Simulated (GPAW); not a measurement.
# Core-hole calculation of the O K edge in TiO2 (Anatase, I4_1/amd), part 2 of 2

What does one-electron theory with a core hole give for the O K edge of TiO2 (Anatase, I4_1/amd)?

GPAW 26.7.0; X-ray absorption from dipole matrix elements to empty bands, plane-wave PAW PBE.

So far. Step 2 (The field without a hole): The mesh shows a gap of 2.12 eV, so the hole is first treated in a charged cell, without the excited electron. Step 3 (Spectrum without a core hole, ): The time allowed ran out, so this step gives no result.

### Step 5. Spectrum with FCH, O atom 3

The holes are 5.4 Å apart. In GPAW the data set carries the hole's charge, so charge=0 means a charged cell and charge=-1 a neutral one. The excited electron is left out and a uniform background balances the charge. After the field has converged, empty bands are computed with the density fixed and the dipole matrix elements are summed.

The absorber has 2 Ti at 1.93 Å and 1 Ti at 1.98 Å (distorted T-shaped, site symmetry 2mm).

xas.py

```python
import numpy as np
from ase import Atoms
from ase.parallel import parprint, paropen
from gpaw import GPAW, PW, FermiDirac, Mixer, MixerDif, setup_paths
from gpaw.test import gen
setup_paths.insert(0, '.')
gen('O', name='fch1s', xcname='PBE', corehole=(1, 0, 1), write_xml=True)

atoms = Atoms('Ti4O8',
    cell=[[3.7842, -3.7842, 0],
     [3.7842, 3.7842, 0],
     [-1.8921, 1.8921, 4.7573]],
    scaled_positions=[[0, 0.25, 0.5],
     [0.5, 0.75, 0.5],
     [0, 0, 0],
     [0.5, 0.5, 0],
     [0.7919, 0, 0.5838],
     [0.2919, 0.5, 0.5838],
     [0.7919, 0.25, 0.0838],
     [0.2919, 0.75, 0.0838],
     [0.2081, 0.25, 0.9162],
     [0.7081, 0.75, 0.9162],
     [0.2081, 0, 0.4162],
     [0.7081, 0.5, 0.4162]],
    pbc=True)
atoms.calc = calc = GPAW(legacy_gpaw=True, mode=PW(500), xc='PBE', setups={4: 'fch1s'},
    kpts={'size': (4, 4, 4), 'gamma': True}, occupations=FermiDirac(0.02),
    charge=0, mixer=Mixer(0.1, 5, 50), maxiter=150,
    convergence={'density': 0.0001}, txt='scf.txt')
energy = atoms.get_potential_energy() + calc.get_reference_energy()
ef = calc.get_fermi_level()
out = dict(energy=energy, fermi=ef, forces=atoms.get_forces().tolist())
parprint(f'all-electron energy {energy:.4f} eV, Fermi level {ef:.4f} eV')
ev = np.array([[calc.get_eigenvalues(k, s) for k in range(len(calc.get_ibz_k_points()))] for s in range(calc.get_number_of_spins())])
out['homo'], out['lumo'], out['counts'] = ev[ev < ef].max(), ev[ev > ef].min(), sorted(set((ev < ef).sum((0, 2)).tolist()))
out['filled'] = (ev[:, 0] < ef).sum(1).tolist()

from gpaw.xas import XAS
nb = int(calc.get_number_of_electrons() / 2) + 104
top, nb = nb, nb + 8 + nb // 12
nscf = calc.fixed_density(kpts={'size': (5, 4, 5), 'gamma': True}, nbands=nb,
    convergence={'bands': top, 'eigenstates': 1e-5}, maxiter=60, txt='nscf.txt')
cell = atoms.cell.array
ops = [cell.T @ U.T @ np.linalg.inv(cell.T) for U in nscf.wfs.kd.symmetry.op_scc]
filled = [48]  # bands filled in the ground state, by spin
E = np.arange(-6, 34, 0.1)
fwhm = np.interp(E, [4, 25], [0.9, 3.5])
Y, X, zero, highest = 0, 0, 1e9, 1e9
for spin in range(nscf.get_number_of_spins()):
    xas = XAS(nscf, mode='all', center=4, spin=spin)
    eps = xas.eps_kn
    d = xas.sigma_cmkn  # core-to-band dipole matrix elements, k weights included
    T = np.einsum('amkn,bmkn->abkn', d, d.conj()).real
    T = sum(np.einsum('ai,ijkn,bj->abkn', R, T, R) for R in ops) / len(ops)
    empty = np.ones_like(eps, bool) & (np.arange(nb) >= filled[spin])
    zero, highest = min(zero, eps[empty].min()), min(highest, eps[:, top - 1].min())
    lines = [(eps, T, empty)] if spin == 0 else lines + [(eps, T, empty)]
for eps, T, empty in lines:
    f = np.einsum('aakn->akn', T).reshape(3, -1)
    x = eps.ravel() - zero
    w = np.interp(x, E, fwhm) / 2.35482
    g = np.exp(-0.5 * ((E[:, None] - x) / w) ** 2) / (w * (2 * np.pi) ** 0.5)
    Y = Y + (f * empty.ravel()) @ g.T
    X = X + (f * ~empty.ravel()) @ g.T
out.update(E=E.round(2).tolist(), xas=Y.tolist(), xes=X.tolist(), zero=zero, valid=highest - zero, nk=len(eps), nb=nb)
for i in range(0, len(E), 10):
    parprint(f'{E[i]:7.2f}', *(f'{v:10.3e}' for v in Y[:, i]))
import json
with paropen('out.json', 'w') as f:
    json.dump(out, f)
```

Command:

```sh
$ OMP_NUM_THREADS=1 python xas.py
```

Numbers of over 12 decimals in the logs are rounded to 6 here.

What it wrote:

```text
Input parameters:
  convergence: {density: 0.0001}
  kpts: {gamma: True,
         size: (4, 4, 4)}
  maxiter: 150
  mixer: {backend: pulay,
          beta: 0.1,
          method: separate,
          nmaxold: 5,
          weight: 50}
  mode: {ecut: 500.0,
         name: pw}
  occupations: {fixmagmom: False,
                name: fermi-dirac,
                width: 0.02}
  setups: {4: fch1s}
  xc: PBE

Initialize ...

[... PAW data sets ...]

Reference energy: -108668.076603  # eV

Spin-paired calculation

[... convergence settings ...]
Symmetries present (total): 2
  [... symmetry matrices ...]

64 k-points: 4 x 4 x 4 Monkhorst-Pack grid + [1/8,1/8,1/8]
24 k-points in the irreducible part of the Brillouin zone
       k-points in crystal coordinates                weights
   0:     0.00000000    0.00000000    0.00000000          1/64
   1:     0.00000000    0.00000000    0.25000000          2/64
   2:     0.00000000    0.00000000    0.50000000          1/64
   3:     0.00000000    0.25000000    0.00000000          2/64
   4:     0.00000000    0.25000000    0.25000000          4/64
   5:     0.00000000    0.25000000    0.50000000          2/64
   6:     0.00000000    0.50000000    0.00000000          1/64
   7:     0.00000000    0.50000000    0.25000000          2/64
   8:     0.00000000    0.50000000    0.50000000          1/64
   9:     0.25000000   -0.25000000    0.00000000          4/64
          ...
  23:     0.50000000    0.50000000    0.50000000          2/64

Wave functions: Plane wave expansion
  Cutoff energy: 500.000 eV
  Number of coefficients (min, max): 3419, 3478
  Pulay-stress correction: 0.000000 eV/Ang^3 (de/decut=0.000000)
  Using FFTW library
  Wavefunction extrapolation:
    Improved wavefunction reuse through dual PAW basis

Occupation numbers: Fermi-Dirac:
  width: 0.0200  # eV

Eigensolver
   Davidson(niter=2)

Densities:
  Coarse grid: 30*28*30 grid
  Fine grid: 60*56*60 grid
  Total Charge: 1.000000

Density mixing:
  Method: separate
  Backend: pulay
  Linear mixing parameter: 0.1
  old densities: 5
  Width of damping distribution: 1.1
  Damping of long wavelength oscillations: 50

[... Hamiltonian set-up ...]
Number of atoms: 12
Number of atomic orbitals: 84
Number of bands in calculation: 62
Number of valence electrons: 96
Bands to converge: occupied

... initialized

Initializing position-dependent things.

Density initialized from atomic densities
Creating initial wave functions:
  62 bands from LCAO basis set

          O        O

          Ti  O    Ti

        O   O     OO

        Ti        Ti
                O

Atomic positions and initial magnetic moments

Positions:
   0 Ti     0.000000    1.892100    2.378650    ( 0.0000,  0.0000,  0.0000)
   1 Ti     3.784200    1.892100    2.378650    ( 0.0000,  0.0000,  0.0000)
   2 Ti     0.000000    0.000000    0.000000    ( 0.0000,  0.0000,  0.0000)
   3 Ti     3.784200    0.000000    0.000000    ( 0.0000,  0.0000,  0.0000)
   4 O      1.892100   -1.892100    2.777312    ( 0.0000,  0.0000,  0.0000)
   5 O      1.892100    1.892100    2.777312    ( 0.0000,  0.0000,  0.0000)
   6 O      3.784200   -1.892100    0.398662    ( 0.0000,  0.0000,  0.0000)
   7 O      3.784200    1.892100    0.398662    ( 0.0000,  0.0000,  0.0000)
   8 O     -0.000000    1.892100    4.358638    ( 0.0000,  0.0000,  0.0000)
   9 O      3.784200    1.892100    4.358638    ( 0.0000,  0.0000,  0.0000)
  10 O     -0.000000    0.000000    1.979988    ( 0.0000,  0.0000,  0.0000)
  11 O      3.784200    0.000000    1.979988    ( 0.0000,  0.0000,  0.0000)

Unit cell:
           periodic     x           y           z      points  spacing
  1. axis:    yes    3.784200   -3.784200    0.000000    30     0.1555
  2. axis:    yes    3.784200    3.784200    0.000000    28     0.1911
  3. axis:    yes   -1.892100    1.892100    4.757300    30     0.1586

  Lengths:   5.351667   5.351667   5.458204
  Angles:   90.000000 119.356402  90.000000

Effective grid spacing dv^(1/3) = 0.1755

iter:   1  -145.908452
iter:   2  -134.654958   -0.72  -0.91
iter:   3  -124.970634   +0.28  -1.02
iter:   4  -125.153654   -1.04  -1.37
iter:   5  -125.339542   -1.12  -1.35
iter:   6  -124.499554   -0.94  -1.40
iter:   7  -125.059845   -0.76  -1.72
iter:   8  -124.395312   -1.52  -1.79
iter:   9  -124.391280   -2.91  -2.26
iter:  10  -124.397344c  -2.56  -2.33
iter:  11  -124.388544c  -2.95  -2.58
iter:  12  -124.387022c  -3.91  -2.78
iter:  13  -124.386153c  -3.74  -2.94
iter:  14  -124.386073c  -4.80  -3.14
iter:  15  -124.386078c  -5.28  -3.28
iter:  16  -124.386095c  -4.85  -3.41
iter:  17  -124.386057c  -5.63  -3.83
iter:  18  -124.386056c  -6.21  -4.18c
iter:  19  -124.386055c  -6.48  -4.18c
iter:  20  -124.386055c  -6.76  -4.39c
iter:  21  -124.386055c  -7.32  -4.57c
iter:  22  -124.386055c  -7.83c -4.85c

Converged after 22 iterations.

Dipole moment: (0.174872, -0.174872, 0.037269) |e|*Ang

Energy contributions relative to reference atoms: (reference = -108668.076603)

Kinetic:        +86.972205
Potential:     -125.542846
External:        +0.000000
XC:             -86.739022
Entropy (-ST):   -0.000000
Local:           +0.923608
SIC:             +0.000000
--------------------------
Free energy:   -124.386055
Extrapolated:  -124.386055

Showing only first 2 kpts
 Kpt  Band  Eigenvalues  Occupancy
  0    46      4.01201    2.00000
  0    47      4.12692    2.00000
  0    48      6.14391    0.00000
  0    49      6.91346    0.00000

  1    46      3.96344    2.00000
  1    47      3.98444    2.00000
  1    48      6.23300    0.00000
[...]
Fermi level: 4.91588

Gap: 2.007 eV
Transition (v -> c):
  (s=0, k=2, n=47, [0.00, 0.00, 0.50]) -> (s=0, k=0, n=48, [0.00, 0.00, 0.00])
Direct/indirect transitions are different
Direct gap: 2.017 eV
Transition at: (s=0, k=0, n=47, [0.00, 0.00, 0.00])

Forces in eV/Ang:
  0 Ti    3.52673    0.18765   -0.53814
  1 Ti   -3.52673   -0.18765   -0.53814
  2 Ti    0.00000    0.00000    3.21385
  3 Ti    0.00000    0.00000   -0.10037
  4 O     0.00000    0.00000   -0.92791
  5 O     0.00000    0.00000   -0.55028
  6 O    -0.15558   -0.33675   -0.00844
  7 O     0.15558    0.33675   -0.00844
  8 O    -0.90124   -0.02011   -0.50499
  9 O     0.90124    0.02011   -0.50499
 10 O     0.00000    0.00000   -0.06541
 11 O     0.00000    0.00000    0.53401
Scalar-relativistic atomic PBE calculation for O (Oxygen, Z=8)
Core hole in 1s state (1s occupation: 1.0)
300 radial gridpoints.
|------------------------------------------------|
|------------------------------------------------|<dir> UserWarning: Initial realspace grid (28,28,30) inconsistent with symmetries.
  warnings.warn(
<dir> UserWarning: Using symmetrized grid: (30,28,30).

  warnings.warn('Using symmetrized grid: ({},{},{}).\n'.format(*N_c))

[... the atom generator's iteration count ...]

Energy contributions:
-------------------------
Kinetic:      +54.482386
XC:            -6.221029
Potential:   -102.872811
-------------------------
Total:        -54.611454

state      eigenvalue         ekin         rmax
-----------------------------------------------
1s^1.0 :   -21.894578    30.998381        0.126
2s^2.0 :    -1.608483     4.112072        0.796
2p^4.0 :    -1.062351     3.814965        0.685
-----------------------------------------------
(units: Bohr and Hartree)

Generating PAW setup
Kinetic energy of the core from tauc = 31.023928
Cutoffs:
rc(s)=1.300
rc(p)=1.130
rc(d)=1.170
rc(vbar)=1.300
rc(comp)=1.260
rc(nct)=1.300

Kinetic energy of the core states: 30.998381
Charge: 1.0
Core electrons: 1.0
Valence electrons: 6.0
Pseudo-core charge: 0.000187
Shape function alpha=6.299
Pseudo-electron charge 5.288669
state    eigenvalue         norm
--------------------------------
2s(2) :    -1.608483     1.066038
*s    :    -0.608483
2p(4) :    -1.062351     0.789101
*p    :    -0.062351
*d    :     0.000000
--------------------------------

Diagonalizing with gridspacing h=0.050

state   all-electron     PAW
-------------------------------
2s:      -1.608483    -1.609927
2p:      -1.062351    -1.068630
*d:                   -0.061610
*f:                   -0.013338
-------------------------------
all-electron energy -108792.4627 eV, Fermi level 4.9159 eV
[...]
31.00  4.163e-05  4.125e-05  5.988e-05
  32.00  4.677e-05  4.546e-05  6.800e-05
  33.00  5.366e-05  5.333e-05  7.345e-05
```

Wall time 12 min (1 thread of Arm Neoverse V2, shared host); peak memory 0.79 GiB.

The O K spectrum, O atom 3, full core hole (charged cell) (energy from the lowest empty level; intensity scaled to a mean of 1 over the first 20 eV; polarised curves are means over the symmetry-equivalent atoms):

```tsv
E (eV)	isotropic	ε ⊥ c	ε ∥ c
-2.00	0.00	0.00	0.00
-1.25	0.00	0.00	0.00
-0.50	0.00	0.00	0.00
0.25	0.24	0.30	0.13
1.00	1.75	2.02	1.23
1.75	1.33	1.64	0.72
2.50	0.53	0.63	0.33
3.25	1.74	1.38	2.45
4.00	2.08	1.64	2.97
4.75	1.29	1.14	1.59
5.50	0.28	0.30	0.26
6.25	0.09	0.08	0.13
7.00	0.20	0.18	0.24
7.75	0.42	0.41	0.44
8.50	0.74	0.73	0.75
9.25	1.01	0.95	1.12
10.00	1.05	0.95	1.24
10.75	0.92	0.86	1.03
11.50	0.79	0.82	0.72
12.25	0.85	0.95	0.66
13.00	1.09	1.28	0.73
13.75	1.45	1.71	0.92
14.50	1.79	2.01	1.34
15.25	1.85	1.91	1.74
16.00	1.56	1.46	1.76
16.75	1.10	0.96	1.39
17.50	0.73	0.63	0.95
18.25	0.57	0.52	0.68
19.00	0.58	0.56	0.62
19.75	0.69	0.68	0.71
20.50	0.82	0.80	0.86
21.25	0.92	0.90	0.98
22.00	0.96	0.94	1.00
22.75	0.92	0.92	0.91
23.50	0.85	0.88	0.79
24.25	0.77	0.81	0.69
25.00	0.70	0.73	0.64
25.75	0.63	0.64	0.61
26.50	0.58	0.57	0.61
27.25	0.57	0.55	0.62
28.00	0.60	0.57	0.65
28.75	0.65	0.61	0.72
29.50	0.71	0.65	0.82
30.25	0.77	0.69	0.94
31.00	0.84	0.73	1.06
31.75	0.92	0.79	1.17
```

Main maxima below 24 eV (height): 1.3 eV (2.00), 3.7 eV (2.16), 9.7 eV (1.06), 15.0 eV (1.87) and 21.9 eV (0.96). A K edge sees empty p states; the first features are O p mixed into the empty d states of the Ti neighbours, and the broad ones above probably into the cations' higher empty bands. Ti is d⁰ and octahedral here, so the pair, 2.4 eV apart, is its t₂g and e_g bands.

The hole costs E(hole) − E(ground) = 531.64 eV, and the lowest empty level of the hole cell on the spectrum's mesh lies at 6.14 eV, which puts the zero at 537.78 eV. One term is added: -8.91 eV, since the hole is spin-paired here and a spin-polarised one costs that much less in the free atom (computed apart). The photon energy is then 528.87 eV. The functional and the charged cell's background leave an error of a few eV in such absolute values.

### Step 6. Excitation energy, O atom 3

With the excited electron kept in the cell the system stays neutral, and the energy difference is an excitation energy by itself. In a small cell that electron takes up a good share of the lowest empty band, or all of one, which shifts the value from the true onset.

Changed against the first core-hole run: core hole to XCH, with the smearing that suits a partly filled band.

scf.py

```python
import numpy as np
from ase import Atoms
from ase.parallel import parprint, paropen
from gpaw import GPAW, PW, FermiDirac, Mixer, MixerDif, setup_paths
from gpaw.test import gen
setup_paths.insert(0, '.')
gen('O', name='fch1s', xcname='PBE', corehole=(1, 0, 1), write_xml=True)

atoms = Atoms('Ti4O8',
    cell=[[3.7842, -3.7842, 0],
     [3.7842, 3.7842, 0],
     [-1.8921, 1.8921, 4.7573]],
    scaled_positions=[[0, 0.25, 0.5],
     [0.5, 0.75, 0.5],
     [0, 0, 0],
     [0.5, 0.5, 0],
     [0.7919, 0, 0.5838],
     [0.2919, 0.5, 0.5838],
     [0.7919, 0.25, 0.0838],
     [0.2919, 0.75, 0.0838],
     [0.2081, 0.25, 0.9162],
     [0.7081, 0.75, 0.9162],
     [0.2081, 0, 0.4162],
     [0.7081, 0.5, 0.4162]],
    pbc=True)
atoms.calc = calc = GPAW(legacy_gpaw=True, mode=PW(500), xc='PBE', setups={4: 'fch1s'},
    kpts={'size': (4, 4, 4), 'gamma': True}, occupations=FermiDirac(0.04),
    charge=-1, mixer=Mixer(0.1, 5, 50), maxiter=150,
    convergence={'density': 0.0001}, txt='scf.txt')
energy = atoms.get_potential_energy() + calc.get_reference_energy()
ef = calc.get_fermi_level()
out = dict(energy=energy, fermi=ef, forces=atoms.get_forces().tolist())
parprint(f'all-electron energy {energy:.4f} eV, Fermi level {ef:.4f} eV')
ev = np.array([[calc.get_eigenvalues(k, s) for k in range(len(calc.get_ibz_k_points()))] for s in range(calc.get_number_of_spins())])
out['homo'], out['lumo'], out['counts'] = ev[ev < ef].max(), ev[ev > ef].min(), sorted(set((ev < ef).sum((0, 2)).tolist()))
out['filled'] = (ev[:, 0] < ef).sum(1).tolist()
import json
with paropen('out.json', 'w') as f:
    json.dump(out, f)
```

Command:

```sh
$ OMP_NUM_THREADS=1 python scf.py
```

What it wrote:

```text
Input parameters:
  charge: -1
  convergence: {density: 0.0001}
  kpts: {gamma: True,
         size: (4, 4, 4)}
  maxiter: 150
  mixer: {backend: pulay,
          beta: 0.1,
          method: separate,
          nmaxold: 5,
          weight: 50}
  mode: {ecut: 500.0,
         name: pw}
  occupations: {fixmagmom: False,
                name: fermi-dirac,
                width: 0.04}
  setups: {4: fch1s}
  xc: PBE

[...]
2s(2) :    -1.608483     1.066038
*s    :    -0.608483
2p(4) :    -1.062351     0.789101
*p    :    -0.062351
*d    :     0.000000
--------------------------------

Diagonalizing with gridspacing h=0.050

state   all-electron     PAW
-------------------------------
2s:      -1.608483    -1.609927
2p:      -1.062351    -1.068630
*d:                   -0.061610
*f:                   -0.013338
-------------------------------
all-electron energy -108785.5416 eV, Fermi level 7.2933 eV
[key lines of the parts left out:]
Converged after 19 iterations.
Dipole moment: (0.193536, -0.193536, 0.037254) |e|*Ang
Free energy:   -117.480761
Fermi level: 7.29326
```

Wall time 3.1 min (1 thread); peak memory 0.37 GiB.

The total-energy difference is 538.56 eV. With the free-atom term of -8.91 eV for this edge, the photon energy is 529.65 eV.

### Step 7. Summary of results

| Item | Value |
| --- | --- |
| absorber and edge | O K, atom 3 of the ground-state input (counted from 1) |
| surroundings | 2 Ti at 1.93 Å and 1 Ti at 1.98 Å (distorted T-shaped, site symmetry 2mm) |
| highest intensity below 16 eV | 3.7 eV above the zero, height 2.16 |
| photon energy of the zero, with the added terms | 528.9 eV (raw 537.8 eV; uncertain by a few eV) |

The O K edge of atom 3, with 2 Ti at 1.93 Å and 1 Ti at 1.98 Å (distorted T-shaped, site symmetry 2mm), has its highest intensity of the first 16 eV at 3.7 eV above the zero, near 533 eV in photon energy (uncertain by a few eV), 2.2 times the mean level of the first 20 eV (Gaussian full width 0.9 eV up to 4 eV, rising linearly to 3.5 eV at 25 eV). The neutral-cell energy lies +0.8 eV from the charged-cell zero, a gap made of the charged-cell error and of where the added electron settles. At the O K edge of atom 3 polarisation matters most near 3.7 eV, where the curves differ by 1.4 on this scale. The holes are only 5.4 Å apart, so the shape is probably not converged with cell size; no larger cell was run here. The mesh is coarse (0.29 Å⁻¹ between points), so small maxima may be mesh ripples. Lifetime broadening is put in by hand, and intensities beyond about 20 eV depend on it and on the partial waves. The structure is a published determination, not relaxed.

[Banner, clock and machine lines of the logs are left out without a mark of their own.]

[Logs are printed without paths, hosts, clocks, repeated set-up lines and the standing remarks that a program may print on its own settings, such as how far it seeks lower states.]

[Hosts, paths, dates, database ids (printed as entryN), source tags and the programs' standing remarks are cut or masked in the printed files.]

[Lists of maxima count a maximum above −3 eV only where it reaches 4 % of the highest in the window and stands out from its surroundings by 2 % of it (1.5 % where it reaches 55 %); shoulders and weaker maxima are passed over, and of the rest the first, up to two pre-edge ones and the few strongest are named.]
